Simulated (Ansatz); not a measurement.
# Ca (Fm-3m, 1 atom in the cell): converging a phonon calculation, part 3 of 3

How do the frequencies of Ca (Fm-3m, 1 atom in the cell) move with q mesh, k mesh and cutoff?

Ansatz 0.2.0; DFT PBEsol, scalar-relativistic, plane waves, PAW.

So far, highest frequency on the path or at a solved wavevector (cm⁻¹): 171 in steps 3, 4, 6, 11 and 12. The relaxed cell has a = 5.455 Å (conventional setting).

## (14) Another cutoff, cutoff 170 eV, q mesh 2×2×2

The cutoff is set to 170 eV on a small fixed q mesh.

File input.yaml:

```yaml
crystal:
  lattice:
    - [0.0, 2.7273233847, 2.7273233847]
    - [2.7273233847, 0.0, 2.7273233847]
    - [2.7273233847, 2.7273233847, 0.0]
  atoms:
    - { symbol: Ca, position: [0.0, 0.0, 0.0] }
kpoints:
  mp_grid: { grid: [16, 16, 16] }
hamiltonian:
  xc: pbesol
scf:
  occupations: { method: methfessel_paxton, width: 0.15 }
output:
  eigenvalues: true
phonons:
  method: dfpt
  qmesh: [2, 2, 2]
  temperatures: { t_max: 1000, t_step: 50 }
  qpath:
    path:
      - [[0.0, 0.0, 0.0], [0.5, 0.0, 0.5], [0.625, 0.25, 0.625]]
      - [[0.375, 0.375, 0.75], [0.0, 0.0, 0.0], [0.5, 0.5, 0.5], [0.5, 0.25, 0.75], [0.5, 0.0, 0.5]]
    npoints: 10
basis:
  ecutwfc: 170
```

Launch:

```sh
ansatz run input.yaml --threads 4 --pin off --max-ram 7168MiB --backend cpu --events-out ev --progress --plain --runs-dir out
```

Numbers of over 12 decimals in the logs are rounded to 6 here.

Log:

```text
Warning: basis.ecutwfc = 170 eV is below the records' recommended 420 eV, and the density's cutoff is lower with it unless basis.ecutrho_ratio is high enough to keep the records' density cutoff: compare with a run at a higher cutoff
[...]
Crystal: 1 atoms, lattice volume = 40.573 Å³
Basis set: ecut = 170 eV, 181 PW (Γ), exchange–correlation on 36×36×36 points (8 copies of the dense FFT grid, shifted against one another)
Bands: 9, of which v1, the nominal top of the filled ones, is band 5 counted from 1 (4 counted from 0)
Symmetry: 48 space group operations
k-points: 145 of 4096
[...]
SCF iter   1: F=—  HF=-1789.959686 eV  |F-HF|=—  |Δ(HF+E_count)|=         —  Δρ=5.29e-2  dr2=5.10e-1  ethr=1.77e-3  ⟨swp⟩=5.6  Hψ=9395  notcnv=0
[...]
SCF iter   7: F=-1789.686911 eV  HF=-1789.686911 eV  |F-HF|=4.55e-13  |Δ(HF+E_count)|=  4.32e-12  S|Δr|=    0.00e0  Δρ=4.77e-8  dr2=8.90e-13  ethr=1.00e-12  ⟨swp⟩=4.9  Hψ=4448  notcnv=0
[...]
SCF 1 converged in 7 iterations: F = -1789.686911 eV  dr2 = 8.90e-13
[...]
SCF converged after 7 iterations
[...]
Free energy (F): -1789.686911 eV
[...]
Internal energy: -1789.686136 eV  (E = F + TS)
E sigma→0 (E₀):  -1789.686718 eV
Entropy (-TS):   -0.000775 eV (-0.775 meV/atom)
Fermi energy:    5.385050 eV
[...]
--- Band table (eV; the first three rows and the last of 145) ---
[...]
ASR residual: 3.240e-6 → 0.000e0 eV/Å²; symmetrization residual: 2.132e-14 eV/Å²
  ASR residual per site (eV/Å²): 3.24e-6
  Γ frequencies (cm⁻¹): 0.00 0.00 0.00
--- Phonons (arbitrary-q DFPT): 3 irreducible q on the 2×2×2 mesh ---
[...]
interpolated dispersion: 62 rows × 3 modes
[...]
```

It took 6.5 s on 4 threads of Arm Neoverse V2, shared host; peak memory 0.56 GiB.

The run finished; it serves as a test, and its numbers are not taken as the result.

## (15) Another cutoff, cutoff 230 eV, q mesh 2×2×2

The cutoff is set to 230 eV on a small fixed q mesh.

Edit input.yaml of step 14 so:

```diff
@@ -25,2 +25,2 @@
 basis:
-  ecutwfc: 170
+  ecutwfc: 230
```

Log:

```text
[...]
Crystal: 1 atoms, lattice volume = 40.573 Å³
Basis set: ecut = 230 eV, 331 PW (Γ), exchange–correlation on 40×40×40 points (8 copies of the dense FFT grid, shifted against one another)
Bands: 9, of which v1, the nominal top of the filled ones, is band 5 counted from 1 (4 counted from 0)
Symmetry: 48 space group operations
k-points: 145 of 4096
[...]
SCF iter   1: F=—  HF=-1793.317929 eV  |F-HF|=—  |Δ(HF+E_count)|=         —  Δρ=1.22e-2  dr2=2.56e-2  ethr=1.77e-3  ⟨swp⟩=5.7  Hψ=9714  notcnv=0
[...]
SCF iter   7: F=-1793.306380 eV  HF=-1793.306380 eV  |F-HF|=9.09e-13  |Δ(HF+E_count)|=  3.21e-11  S|Δr|=    0.00e0  Δρ=6.24e-8  dr2=1.50e-12  ethr=1.00e-12  ⟨swp⟩=5.1  Hψ=4756  notcnv=0
SCF 1 converged in 7 iterations: F = -1793.306380 eV  dr2 = 1.50e-12
[...]
SCF converged after 7 iterations
[...]
Free energy (F): -1793.306380 eV
[...]
Internal energy: -1793.304508 eV  (E = F + TS)
E sigma→0 (E₀):  -1793.305912 eV
Entropy (-TS):   -0.001873 eV (-1.873 meV/atom)
Fermi energy:    5.184561 eV
[...]
--- Band table (eV; the first three rows and the last of 145) ---
[...]
ASR residual: 3.690e-5 → 0.000e0 eV/Å²; symmetrization residual: 5.477e-15 eV/Å²
  ASR residual per site (eV/Å²): 3.69e-5
  Γ frequencies (cm⁻¹): 0.00 0.00 0.00
--- Phonons (arbitrary-q DFPT): 3 irreducible q on the 2×2×2 mesh ---
[...]
interpolated dispersion: 62 rows × 3 modes
[...]
```

Elapsed: 7.4 s, on 4 threads; peak memory 0.65 GiB; 27 s of CPU time.

The run finished; it serves as a test, and its numbers are not taken as the result.

## (16) Another cutoff, cutoff 290 eV, q mesh 2×2×2

The cutoff is set to 290 eV on a small fixed q mesh.

Edit input.yaml of step 15 so:

```diff
@@ -25,2 +25,2 @@
 basis:
-  ecutwfc: 230
+  ecutwfc: 290
```

Log:

```text
[...]
Crystal: 1 atoms, lattice volume = 40.573 Å³
Basis set: ecut = 290 eV, 459 PW (Γ), exchange–correlation on 48×48×48 points (8 copies of the dense FFT grid, shifted against one another)
Bands: 9, of which v1, the nominal top of the filled ones, is band 5 counted from 1 (4 counted from 0)
Symmetry: 48 space group operations
k-points: 145 of 4096
[...]
SCF iter   1: F=—  HF=-1793.704622 eV  |F-HF|=—  |Δ(HF+E_count)|=         —  Δρ=2.86e-3  dr2=2.78e-3  ethr=1.77e-3  ⟨swp⟩=5.6  Hψ=9979  notcnv=0
[...]
SCF iter   8: F=-1793.703363 eV  HF=-1793.703363 eV  |F-HF|=0.00e0  |Δ(HF+E_count)|=  1.25e-11  S|Δr|=    0.00e0  Δρ=1.02e-8  dr2=6.13e-14  ethr=1.00e-12  ⟨swp⟩=4.9  Hψ=4247  notcnv=0
[...]
SCF 1 converged in 8 iterations: F = -1793.703363 eV  dr2 = 6.13e-14
[...]
SCF converged after 8 iterations
[...]
Free energy (F): -1793.703363 eV
[...]
Internal energy: -1793.701194 eV  (E = F + TS)
E sigma→0 (E₀):  -1793.702821 eV
Entropy (-TS):   -0.002169 eV (-2.169 meV/atom)
Fermi energy:    5.155565 eV
[...]
--- Band table (eV; the first three rows and the last of 145) ---
[...]
ASR residual: 1.172e-5 → 0.000e0 eV/Å²; symmetrization residual: 4.974e-14 eV/Å²
  ASR residual per site (eV/Å²): 1.17e-5
  Γ frequencies (cm⁻¹): 0.00 0.00 0.00
--- Phonons (arbitrary-q DFPT): 3 irreducible q on the 2×2×2 mesh ---
[...]
interpolated dispersion: 62 rows × 3 modes
[...]
```

Wall time 11 s (4 threads); peak memory 0.78 GiB.

The run finished; it serves as a test, and its numbers are not taken as the result.

## (17) Another cutoff, cutoff 360 eV, q mesh 2×2×2

The cutoff is set to 360 eV on a small fixed q mesh.

Edit input.yaml of step 16 so:

```diff
@@ -25,2 +25,2 @@
 basis:
-  ecutwfc: 290
+  ecutwfc: 360
```

Log:

```text
[...]
Crystal: 1 atoms, lattice volume = 40.573 Å³
Basis set: ecut = 360 eV, 609 PW (Γ), exchange–correlation on 48×48×48 points (8 copies of the dense FFT grid, shifted against one another)
Bands: 9, of which v1, the nominal top of the filled ones, is band 5 counted from 1 (4 counted from 0)
Symmetry: 48 space group operations
k-points: 145 of 4096
[...]
E sigma→0 (E₀):  -1793.731113 eV
Entropy (-TS):   -0.002199 eV (-2.199 meV/atom)
Fermi energy:    5.151810 eV
[...]
--- Band table (eV; the first three rows and the last of 145) ---
[...]
ASR residual: 1.945e-5 → 0.000e0 eV/Å²; symmetrization residual: 7.579e-14 eV/Å²
  ASR residual per site (eV/Å²): 1.94e-5
  Γ frequencies (cm⁻¹): 0.00 0.00 0.00
--- Phonons (arbitrary-q DFPT): 3 irreducible q on the 2×2×2 mesh ---
[...]
interpolated dispersion: 62 rows × 3 modes
[...]
[key lines of the parts left out:]
SCF converged after 7 iterations
Free energy (F): -1793.731663 eV
```

The job ended after 13 s (4 threads; peak memory 0.94 GiB; 47 s of CPU time).

## (18) Another cutoff, cutoff 550 eV, q mesh 2×2×2

The cutoff is set to 550 eV on a small fixed q mesh.

Edit input.yaml of step 17 so:

```diff
@@ -25,2 +25,2 @@
 basis:
-  ecutwfc: 360
+  ecutwfc: 550
```

Log:

```text
[...]
Crystal: 1 atoms, lattice volume = 40.573 Å³
Basis set: ecut = 550 eV, 1243 PW (Γ), exchange–correlation on 60×60×60 points (8 copies of the dense FFT grid, shifted against one another)
Bands: 9, of which v1, the nominal top of the filled ones, is band 5 counted from 1 (4 counted from 0)
Symmetry: 48 space group operations
k-points: 145 of 4096
[...]
E sigma→0 (E₀):  -1793.731670 eV
Entropy (-TS):   -0.002201 eV (-2.201 meV/atom)
Fermi energy:    5.151686 eV
[...]
--- Band table (eV; the first three rows and the last of 145) ---
[...]
ASR residual: 4.425e-6 → 0.000e0 eV/Å²; symmetrization residual: 2.463e-13 eV/Å²
  ASR residual per site (eV/Å²): 4.43e-6
  Γ frequencies (cm⁻¹): 0.00 0.00 0.00
--- Phonons (arbitrary-q DFPT): 3 irreducible q on the 2×2×2 mesh ---
[...]
interpolated dispersion: 62 rows × 3 modes
[...]
[key lines of the parts left out:]
SCF converged after 7 iterations
Free energy (F): -1793.732220 eV
```

It took 25 s on 4 threads; peak memory 1.4 GiB; 96 s of CPU time.

## (19) Results

```
mean frequency, q mesh 2×2×2                                           : 115 cm⁻¹
mean frequency, q mesh 3×3×3                                           : 115 cm⁻¹
mean frequency, q mesh 6×6×6                                           : 114 cm⁻¹
lowest mode on the q mesh (acoustic modes at Γ apart), k-mesh 6×6×6    : 78.3 cm⁻¹
lowest mode on the q mesh (acoustic modes at Γ apart), k-mesh 8×8×8    : 79.0 cm⁻¹
lowest mode on the q mesh (acoustic modes at Γ apart), k-mesh 12×12×12 : 78.5 cm⁻¹
lowest mode on the q mesh (acoustic modes at Γ apart), k-mesh 16×16×16 : 78.6 cm⁻¹
lowest mode on the q mesh (acoustic modes at Γ apart), k-mesh 24×24×24 : 78.6 cm⁻¹
lowest mode on the q mesh (acoustic modes at Γ apart), cutoff 170 eV   : 91.4 cm⁻¹
lowest mode on the q mesh (acoustic modes at Γ apart), cutoff 230 eV   : 67.6 cm⁻¹
lowest mode on the q mesh (acoustic modes at Γ apart), cutoff 290 eV   : 78.7 cm⁻¹
lowest mode on the q mesh (acoustic modes at Γ apart), cutoff 360 eV   : 78.5 cm⁻¹
lowest mode on the q mesh (acoustic modes at Γ apart), cutoff 550 eV   : 78.6 cm⁻¹
```

Over the whole q mesh series, coarse runs included, the mean frequency runs from 114.4 to 114.7 cm⁻¹; from 2×2×2 on it stays within 0.2 cm⁻¹ of the finest run (6×6×6), against a tolerance of 1.1. The k mesh changes along this series too, so part of the change is its. Over the whole k mesh series, coarse runs included, the lowest mode on the q mesh (acoustic modes at Γ apart) runs from 78.3 to 79.0 cm⁻¹; from 12×12×12 on all solved modes stay within 1.7 cm⁻¹ of the finest run (24×24×24), against a tolerance of 1.7. Over the whole cutoff series, coarse runs included, the lowest mode on the q mesh (acoustic modes at Γ apart) runs from 67.6 to 91.4 cm⁻¹; from 290 eV on all solved modes stay within 0.5 cm⁻¹ of the finest run (550 eV), against a tolerance of 1.7. All runs share the cell relaxed at the base settings, which is not exactly at rest under another k mesh or cutoff. With no gap, or one that is small against the smearing, the frequencies hang on the k mesh and the smearing, most of all near Kohn anomalies. These are harmonic frequencies at zero temperature: anharmonic shifts, linewidths and thermal expansion are left out.

[Logs are printed without paths, hosts, clocks, repeated set-up lines and the standing remarks that a program may print on its own settings, such as how far it seeks lower states.]

[Hosts, paths, dates, database ids (printed as entryN), source tags and the programs' standing remarks are cut or masked in the printed files.]
